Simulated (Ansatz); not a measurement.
**Sc3InB (Pm-3m): from the cell to its phonons**

The cell of Sc3InB (Pm-3m) is at rest. What are its phonons? After the zone centre comes a 4×4×4 q mesh on a 8×8×8 k mesh.

Calculated with Ansatz 0.2.0; DFT PBEsol, scalar-relativistic, plane waves, PAW; PAW set soft_1.

**1. Set-up**

The structure is cubic, space group Pm-3m (No. 221). The conventional cell has a = 4.636 Å, b = 4.636 Å, c = 4.636 Å, α = 90.00°, β = 90.00°, γ = 90.00°. Sc has 2 B at 2.32 Å and 4 In at 3.28 Å and 8 Sc at 3.28 Å nearest. In has 12 Sc at 3.28 Å nearest. Nearest to B lie 6 Sc at 2.32 Å. Farther neighbours are not listed.

**2. Modes at Γ**

The cell comes from relaxations at this level that are not shown. The zone centre comes first: it holds the modes that light can see, as far as symmetry allows. No field response is asked, since the mesh shows no gap.

File input.yaml:

```yaml
crystal:
  lattice:
    - [4.6362647768, 0.0, 0.0]
    - [0.0, 4.6362647768, 0.0]
    - [0.0, 0.0, 4.6362647768]
  atoms:
    - { symbol: Sc, position: [0.0, 0.5, 0.5] }
    - { symbol: Sc, position: [0.5, 0.0, 0.5] }
    - { symbol: Sc, position: [0.5, 0.5, 0.0] }
    - { symbol: In, position: [0.0, 0.0, 0.0] }
    - { symbol: B, position: [0.5, 0.5, 0.5] }
kpoints:
  mp_grid: { grid: [8, 8, 8] }
hamiltonian:
  xc: pbesol
  pseudopotentials: { kind: paw, azcp: { folder: soft_1 }, xc_functional: pbe }
scf:
  occupations: { method: methfessel_paxton, width: 0.2 }
output:
  eigenvalues: true
phonons:
  method: dfpt
```

The run is started by

```
$ ansatz run input.yaml --threads 4 --pin off --max-ram 10240MiB --backend cpu --events-out ev --progress --plain --runs-dir out
```

Numbers of over 12 decimals in the logs are rounded to 6 here.

The log of the run:

```text
zone centre: on kpoints.mp_grid the ground state, and the responses unless they are solved on pairs of k-points, stand on 125 of the mesh's 512 k-points, reduced under 8 symmetry operations, with k and −k counted as one. Each operation leaves every solved displacement unchanged or reverses it
Engine: ansatz 0.2.0, aarch64-unknown-linux-gnu
Pseudopotentials: kind: paw
Pseudopotential: Sc, paw, valence charge 11, recommended cutoff 420 eV (normal), soft_1/Sc.paw.azcp
Pseudopotential: In, paw, valence charge 13, recommended cutoff 420 eV (normal), soft_1/In.paw.azcp
Pseudopotential: B, paw, valence charge 3, recommended cutoff 420 eV (normal), soft_1/B.paw.azcp
Functional definition: PBEsol
  exchange = pbesol_x
  correlation = pbesol_c
Crystal: 5 atoms, lattice volume = 99.656 Å³
Basis set: ecut = 420 eV, 1935 PW (Γ), exchange–correlation on 64×64×64 points (8 copies of the dense FFT grid, shifted against one another)
Bands: 30, of which v1, the nominal top of the filled ones, is band 25 counted from 1 (24 counted from 0)
Symmetry: 48 space group operations
k-points: 125 of 512 (irreducible under 8 space group operations)
Non-local potential: Sc, projectors of the file, l = 0: 3, l = 1: 2, l = 2: 3, l = 3: 1
Non-local potential: In, projectors of the file, l = 0: 2, l = 1: 2, l = 2: 2, l = 3: 1
Non-local potential: B, projectors of the file, l = 0: 2, l = 1: 2, l = 2: 1
PAW form: soft (Blöchl's): semilocal exchange-correlation on the pseudo side does not see the compensation charge
PAW frozen core: Sc, regenerated for the run's functional, and the local potential with it (the file was generated under x = pbe(κ = 0.804, μ = 0.219515), c = pbe(β = 0.066725))
PAW frozen core: In, regenerated for the run's functional, and the local potential with it (the file was generated under x = pbe(κ = 0.804, μ = 0.219515), c = pbe(β = 0.066725))
PAW frozen core: B, regenerated for the run's functional, and the local potential with it (the file was generated under x = pbe(κ = 0.804, μ = 0.219515), c = pbe(β = 0.066725))
PAW one-centre angular grid: Sc, 590 points (default); XC on 64 Gauss nodes
PAW one-centre angular grid: In, 590 points (default); XC on 64 Gauss nodes
PAW one-centre angular grid: B, 110 points (default); XC on 64 Gauss nodes
Initial density: superposition of atomic densities (chi_scale 0.1, normalization cell, long waves kept (reshape's long-wave potential 0.00 eV rms))
Initial wavefunctions: pseudopotential atomic-orbital guess
Functional: x = pbesol(κ = 0.804, μ = 0.123457), c = pbesol(β = 0.046)
SCF iter   1: F=—  HF=-12018.592284 eV  |F-HF|=—  |Δ(HF+E_count)|=         —  Δρ=7.75e-2  dr2=1.70e1  ethr=3.10e-3  ⟨swp⟩=4.2  Hψ=14718  notcnv=0
preconditioner: auto → Kerker (q_TF=auto, 2.424 Å⁻¹)  [metal: Δε(μ)=0.008 eV  Ē_g=7.547 eV  σ=0.200 eV  W_gap=0.03  n_scr=26 (ndim 8)  ℏωp=18.6 eV  f_vac=0.000  D(μ)=8.57/eV (n_scr^D=92)]
SCF iter   2: F=—  HF=-12015.207429 eV  |F-HF|=—  |Δ(HF+E_count)|=    3.38e0  S|Δr|=    0.00e0  Δρ=3.20e-2  dr2=3.56e0  ethr=3.10e-3  ⟨swp⟩=2.2  Hψ=7033  notcnv=0  defer=37
SCF iter   3: F=—  HF=-12014.405723 eV  |F-HF|=—  |Δ(HF+E_count)|=   8.02e-1  S|Δr|=    0.00e0  Δρ=1.09e-2  dr2=2.08e-1  ethr=3.10e-3  ⟨swp⟩=2.0  Hψ=6332  notcnv=0  defer=43
SCF iter   4: F=—  HF=-12014.353699 eV  |F-HF|=—  |Δ(HF+E_count)|=   5.20e-2  S|Δr|=    0.00e0  Δρ=2.67e-3  dr2=1.34e-2  ethr=4.24e-4  ⟨swp⟩=2.0  Hψ=5117  notcnv=0  defer=43
SCF iter   5: F=—  HF=-12014.350448 eV  |F-HF|=—  |Δ(HF+E_count)|=   3.25e-3  S|Δr|=    0.00e0  Δρ=7.23e-4  dr2=5.37e-4  ethr=2.74e-5  ⟨swp⟩=2.2  Hψ=4678  notcnv=0  defer=43
SCF iter   6: F=—  HF=-12014.350365 eV  |F-HF|=—  |Δ(HF+E_count)|=   8.26e-5  S|Δr|=    0.00e0  Δρ=2.59e-4  dr2=9.63e-5  ethr=1.10e-6  ⟨swp⟩=2.0  Hψ=5216  notcnv=0  defer=43
SCF iter   7: F=—  HF=-12014.350340 eV  |F-HF|=—  |Δ(HF+E_count)|=   2.50e-5  S|Δr|=    0.00e0  Δρ=4.92e-5  dr2=3.08e-6  ethr=1.96e-7  ⟨swp⟩=2.0  Hψ=5248  notcnv=0  defer=43
SCF iter   8: F=—  HF=-12014.350342 eV  |F-HF|=—  |Δ(HF+E_count)|=   1.90e-6  S|Δr|=    0.00e0  Δρ=1.05e-5  dr2=8.13e-8  ethr=6.29e-9  ⟨swp⟩=2.0  Hψ=4579  notcnv=0  defer=43
SCF iter   9: F=—  HF=-12014.350342 eV  |F-HF|=—  |Δ(HF+E_count)|=   3.94e-9  S|Δr|=    0.00e0  Δρ=1.85e-6  dr2=3.31e-9  ethr=1.66e-10  ⟨swp⟩=3.0  Hψ=6894  notcnv=0  defer=43
SCF iter  10: F=—  HF=-12014.350342 eV  |F-HF|=—  |Δ(HF+E_count)|=  1.09e-10  S|Δr|=    0.00e0  Δρ=3.44e-7  dr2=9.93e-11  ethr=6.76e-12  ⟨swp⟩=2.1  Hψ=4871  notcnv=0  defer=43
SCF iter  11: F=-12014.350342 eV  HF=-12014.350342 eV  |F-HF|=3.64e-12  |Δ(HF+E_count)|=  2.73e-11  S|Δr|=    0.00e0  Δρ=7.92e-8  dr2=4.68e-12  ethr=1.00e-12  ⟨swp⟩=8.5  Hψ=17095  notcnv=0
SCF 1 converged in 11 iterations: F = -12014.350342 eV  dr2 = 4.68e-12
  greatest PAW one-centre occupation: 0.998 electrons in one spin orbital (limit 2), on the Sc atom at site 2 (counted from 0), in its partial waves of l = 0
DFPT response loops at Γ: preconditioner auto → Kerker (q_TF=auto, 2.424 Å⁻¹) (partly filled bands, converged f_vac=0.000); β = 1.00, the filter's whole step (`scf.mixing.beta` (0.50) is not read by the response loops under this deck's `scf.mixing.preconditioner`; to damp them name `kerker` or `kerker_dos`, under which they read `scf.mixing.beta`, and type it under 1.00, their step now; both keys bind the ground state too); Broyden in place of MSR1
SCF converged after 11 iterations
Stability not checked: this state was not tested for a lower state beside it, because cold or Methfessel-Paxton smearing, or corrected tetrahedra, fill the levels in a way that the test cannot read (fill_not_monotonic; see scf.lower_state_search)
Free energy (F): -12014.350342 eV
Harris-Foulkes:  -12014.350342 eV  (|F-HF|=3.64e-12)
Internal energy: -12014.349951 eV  (E = F + TS)
E sigma→0 (E₀):  -12014.350244 eV
Entropy (-TS):   -0.000391 eV (-0.078 meV/atom)
Fermi energy:    9.518949 eV
--- Per-component energies (eV) ---
  E_band       = -483.640827
  E_kinetic    = 887.902193
  E_local      = -3468.461482  (includes V_loc(G=0)·N_el)
  E_nonlocal   = 766.485357
  E_hartree    = 1285.147908
  E_xc         = -429.870297
  E_vxc        = -443.799125  (∫ρ·V_xc dr)
  E_paw        = -7112.917884  (= ΣΔE_a)
  E_vpaw       = -796.063748  (= ΣTr[D̂ρ^β])
  E_aug_tail   = 0.000259  (compensation charges beyond the density's cutoff)
  E_ewald      = -3943.273694
  E_core_change = 0.637690  (= ΣΔE_core)
  E_smearing   = -0.000391  (= −TS)
  E_closure    = 0.000000  (closes the sum)
  Σ components = -12014.350342   (vs F -12014.350342, Δ=0.00e0)
--- Band table (eV; the first three rows and the last of 125) ---
  k-point 0: bands = [... 21 lower, 9.4174, 9.5469, 9.5469, 9.9002, 9.9002, 9.9002, 12.3990, 12.3990, ... 1 higher]
  k-point 1: bands = [... 21 lower, 9.3793, 9.6544, 9.8217, 9.8217, 9.9371, 9.9497, 11.9417, 12.3073, ... 1 higher]
  k-point 2: bands = [... 21 lower, 9.3013, 9.6373, 9.6373, 9.7428, 9.9550, 10.0350, 11.3567, 12.1482, ... 1 higher]
  k-point 124: bands = [... 21 lower, 6.9909, 8.8403, 8.8403, 8.8403, 11.4233, 11.4233, 11.4233, 11.4840, ... 1 higher]
--- Phonons (Γ-DFPT): 4 representative perturbations + reference, on 125 of 512 k-points (Σ response iterations 13) ---
  k mesh reduced under 8 symmetry operations, with k and −k counted as one. Each operation leaves every solved displacement unchanged or reverses it
  ASR residual: 4.022e-5 → 0.000e0 eV/Å²; symmetrization residual: 2.866e-6 eV/Å²
  ASR residual per site (eV/Å²): 4.02e-5 4.02e-5 4.02e-5 8.12e-6 3.02e-5
  Γ frequencies (cm⁻¹): 0.00 0.00 0.00 115.87 115.87 115.87 135.47 135.47 135.47 226.18 226.18 226.18 453.48 453.48 453.48
  non-analytic LO–TO correction: not included (Born effective charges unavailable; polar crystals: no LO–TO splitting at Γ)
```

Elapsed: 43 s, on 4 threads of Arm Neoverse V2, shared host; peak memory 1.6 GiB.

Reading the cycles: dr2 is the Hartree energy of the density residual (eV), the measure of convergence; HF is the Harris–Foulkes estimate of the energy, which meets the free energy F at convergence.

Numbers from this step:

```yaml
volume_per_atom: 19.93 Å³
gap_on_the_k_mesh: 0 eV
sum_rule_residual_before_enforcement: 4.02e-5 eV/Å²
point_group: m-3m
highest_optical_mode_at_the_zone_centre_no_lo_to_term: 453.5 cm⁻¹
lowest_optical_zone_centre_mode: 115.9 cm⁻¹
```

Patterns of degenerate modes are one choice out of their space. Modes at Γ, with each element's share of the kinetic energy:

```tsv
mode	frequency (cm⁻¹)	symmetry	Sc %	In %	B %
1	0.0	acoustic	52	44	4
2	0.0	acoustic	52	44	4
3	0.0	acoustic	52	44	4
4	115.9	T1u	40	56	5
5	115.9	T1u	40	56	5
6	115.9	T1u	40	56	5
7	135.5	T2u	100	0	0
8	135.5	T2u	100	0	0
9	135.5	T2u	100	0	0
10	226.2	T1u	92	0	8
11	226.2	T1u	92	0	8
12	226.2	T1u	92	0	8
13	453.5	T1u	16	0	84
14	453.5	T1u	16	0	84
15	453.5	T1u	16	0	84
```

Displacements in mode 4 (115.9 cm⁻¹), the largest set to 1:
```
Sc1  0.03 -0.10 -0.73
Sc2  0.03 -0.12 -0.73
Sc3  0.03 -0.10 -0.87
In4 -0.04  0.14  1.00
B5   0.03 -0.13 -0.93
```

Displacements in mode 7 (135.5 cm⁻¹), the largest set to 1:
```
Sc1  0.00 -0.10 -1.00
Sc2 -0.53  0.00  1.00
Sc3  0.53  0.10  0.00
In4  0.00  0.00  0.00
B5   0.00  0.00  0.00
```

Before it was imposed, the acoustic sum rule was missed by 4.0e-5 eV/Å². Small misses are needed for a sound result but don't prove that mesh and cutoff are converged. The lowest optical mode is real, 116 cm⁻¹.

**3. Phonons on a q mesh**

Stability and thermal properties need the whole zone. Linear response on a 4×4×4 q mesh gives force constants as far as a supercell of that size would.

input.yaml, as its differences from that of step 2:

```diff
@@ -22 +22,8 @@
   method: dfpt
+  qmesh: [4, 4, 4]
+  temperatures: { t_max: 1000, t_step: 50 }
+  qpath:
+    path:
+      - [[0.0, 0.0, 0.0], [0.0, 0.5, 0.0], [0.5, 0.5, 0.0], [0.0, 0.0, 0.0], [0.5, 0.5, 0.5], [0.0, 0.5, 0.0]]
+      - [[0.5, 0.5, 0.5], [0.5, 0.5, 0.0]]
+    npoints: 10
```

The log of the run:

```text
[...]
Crystal: 5 atoms, lattice volume = 99.656 Å³
Basis set: ecut = 420 eV, 1935 PW (Γ), exchange–correlation on 64×64×64 points (8 copies of the dense FFT grid, shifted against one another)
Bands: 30, of which v1, the nominal top of the filled ones, is band 25 counted from 1 (24 counted from 0)
Symmetry: 48 space group operations
k-points: 35 of 512
[...]
SCF iter   1: F=—  HF=-12018.592350 eV  |F-HF|=—  |Δ(HF+E_count)|=         —  Δρ=7.75e-2  dr2=1.70e1  ethr=3.10e-3  ⟨swp⟩=4.3  Hψ=4076  notcnv=0
[...]
SCF iter  11: F=-12014.350342 eV  HF=-12014.350342 eV  |F-HF|=0.00e0  |Δ(HF+E_count)|=  2.18e-11  S|Δr|=    0.00e0  Δρ=7.94e-8  dr2=4.71e-12  ethr=1.00e-12  ⟨swp⟩=8.2  Hψ=4772  notcnv=0
SCF 1 converged in 11 iterations: F = -12014.350342 eV  dr2 = 4.71e-12
[...]
phonons: the bands overlap, so this run is a metal and interpolates without the dipole-dipole term. If the crystal is really an insulator or semiconductor, its LO-TO splitting is missing
NSCF: frozen V_eff on 35 k-points
[...]
DFPT response loops at q = (0, 0, 0) (fractional): preconditioner auto → Kerker (q_TF=auto, 2.424 Å⁻¹) (partly filled bands, converged f_vac=0.000); β = 1.00, the filter's whole step (`scf.mixing.beta` (0.50) is not read by the response loops under this deck's `scf.mixing.preconditioner`; to damp them name `kerker` or `kerker_dos`, under which they read `scf.mixing.beta`, and type it under 1.00, their step now; both keys bind the ground state too); Broyden in place of MSR1
[...]
SCF converged after 11 iterations
[...]
Free energy (F): -12014.350342 eV
[...]
Internal energy: -12014.349951 eV  (E = F + TS)
E sigma→0 (E₀):  -12014.350244 eV
Entropy (-TS):   -0.000391 eV (-0.078 meV/atom)
Fermi energy:    9.518949 eV
[...]
--- Band table (eV; the first three rows and the last of 35) ---
  k-point 0: bands = [... 21 lower, 9.4174, 9.5469, 9.5469, 9.9002, 9.9002, 9.9002, 12.3990, 12.3990, ... 1 higher]
  k-point 1: bands = [... 21 lower, 9.3793, 9.6544, 9.8217, 9.8217, 9.9371, 9.9497, 11.9417, 12.3073, ... 1 higher]
  k-point 2: bands = [... 21 lower, 9.3013, 9.6373, 9.6373, 9.7428, 9.9550, 10.0350, 11.3567, 12.1482, ... 1 higher]
  k-point 34: bands = [... 21 lower, 6.9909, 8.8403, 8.8403, 8.8403, 11.4233, 11.4233, 11.4233, 11.4840, ... 1 higher]
--- Phonons (Γ-DFPT): 4 representative perturbations + reference (Σ response iterations 13) ---
  ASR residual: 3.327e-5 → 0.000e0 eV/Å²; symmetrization residual: 3.383e-6 eV/Å²
  ASR residual per site (eV/Å²): 3.33e-5 3.33e-5 3.33e-5 3.73e-6 2.62e-5
[...]
--- Phonons (arbitrary-q DFPT): 10 irreducible q on the 4×4×4 mesh ---
  q = [0.0000, 0.0000, 0.0000] (star 1, of the zone-centre solve; hermiticity 6.74e-7, symmetrization 3.17e-12): -0.00 -0.00 0.00 115.87 115.87 115.87 135.47 135.47 135.47 226.18 226.18 226.18 453.48 453.48 453.48
  q = [0.0000, 0.0000, 0.2500] (star 6, 9 solved perturbations in 1560 linear systems a pass and spin channel, the states on 200 of 512 k-point pairs; hermiticity 3.22e-7, symmetrization 1.64e-12): 56.50 56.50 77.10 118.80 118.80 128.33 134.96 140.82 140.82 215.23 215.23 255.35 451.33 451.33 456.53
[...]
q = [0.0000, 0.2500, -0.5000] (star 12, 15 solved perturbations on 200 of 512 k-point pairs; hermiticity 3.25e-7, symmetrization 3.99e-8): 77.44 83.64 89.17 103.15 132.46 135.58 136.77 148.38 150.19 192.71 245.20 300.15 464.18 488.32 497.07
[...]
sum rule: each row above includes the acoustic sum rule's correction from the zone centre's row sums; it moved no ω² by more than (0.81 cm⁻¹)²
  mesh force constants: q→R imaginary residual 1.79e-19; ASR residual 3.327e-5 → 0.000e0 eV/Å²; symmetrization residual 2.309e-14 eV/Å²
  interpolated dispersion: 62 rows × 15 modes
  density of states and harmonic sums: on the 16×16×16 q-mesh, interpolated from the force constants of a 4×4×4 supercell (no non-analytic term)
  largest difference from the sums on the solved wave vectors: F 1.22e-2 eV, S 1.61e-5 and C_V 3.98e-6 eV/K
  zero-point energy: 0.201113 eV/cell   skipped modes (ω ≤ 0): 3   left out of the sums: 4.88e-5 of the cell's modes: C_V's classical limit lies that fraction below 3 k_B per atom; for a crystal, a wire or a layer, F and S can be off by more, and a phonons.interpolated_qmesh denser along its periods is the remedy for the sampling
```

Run time: 17 min. Hardware: 4 threads; peak memory 3.8 GiB; 67 min of CPU time.

This step gave:

* sum-rule residual before enforcement: 3.33e-5 eV/Å²
* lowest frequency on the path: 0 cm⁻¹
* highest frequency on the path or at a solved wavevector: 516.4 cm⁻¹
* mean frequency: 216.3 cm⁻¹
* Debye temperature (second moment): 486 K
* logarithmic mean frequency: 174.8 cm⁻¹
* lowest mode on the q mesh (acoustic modes at Γ apart): 56.5 cm⁻¹
* zero-point energy per atom: 40.22 meV
* heat capacity at 300 K: 22.23 J/(mol atoms K)
* vibrational entropy at 300 K: 30.82 J/(mol atoms K)
* edges of the widest gap between branches, on path and mesh: 339, 436.9 cm⁻¹

Frequencies (cm⁻¹) solved at each irreducible wavevector; negative means imaginary. Frequencies by wavevector, by row:

```tsv
q in reciprocal lattice units	star	mode 1	mode 2	mode 3	mode 4	mode 13	mode 14	mode 15
0 0 0	1	0	0	0	115.9	453.5	453.5	453.5
0 0 0.25	6	56.5	56.5	77.1	118.8	451.3	451.3	456.5
0 0 -0.5	3	77.5	77.5	91.6	114.3	436.9	436.9	474.9
0 0.25 0.25	12	68.4	73.2	85.9	121.9	454.3	459.8	491.4
0 0.25 -0.5	12	77.4	83.6	89.2	103.2	464.2	488.3	497.1
0 -0.5 -0.5	3	77.8	87.4	88.2	88.2	490.3	514.5	514.5
0.25 0.25 0.25	8	75.3	75.3	89.7	115	473.7	495.3	495.3
0.25 0.25 -0.5	12	80.6	80.8	88.2	100.2	490	501.7	506.5
0.25 -0.5 -0.5	6	71.1	84.3	87.8	87.8	497.7	516.4	516.4
-0.5 -0.5 -0.5	1	73.3	73.3	73.3	87.9	514.3	514.3	514.3
```

[end of part 1 of 2]

[Logs are printed without paths, hosts, clocks, repeated set-up lines and the standing remarks that a program may print on its own settings, such as how far it seeks lower states.]

[Hosts, paths, dates, database ids (printed as entryN), source tags and the programs' standing remarks are cut or masked in the printed files.]
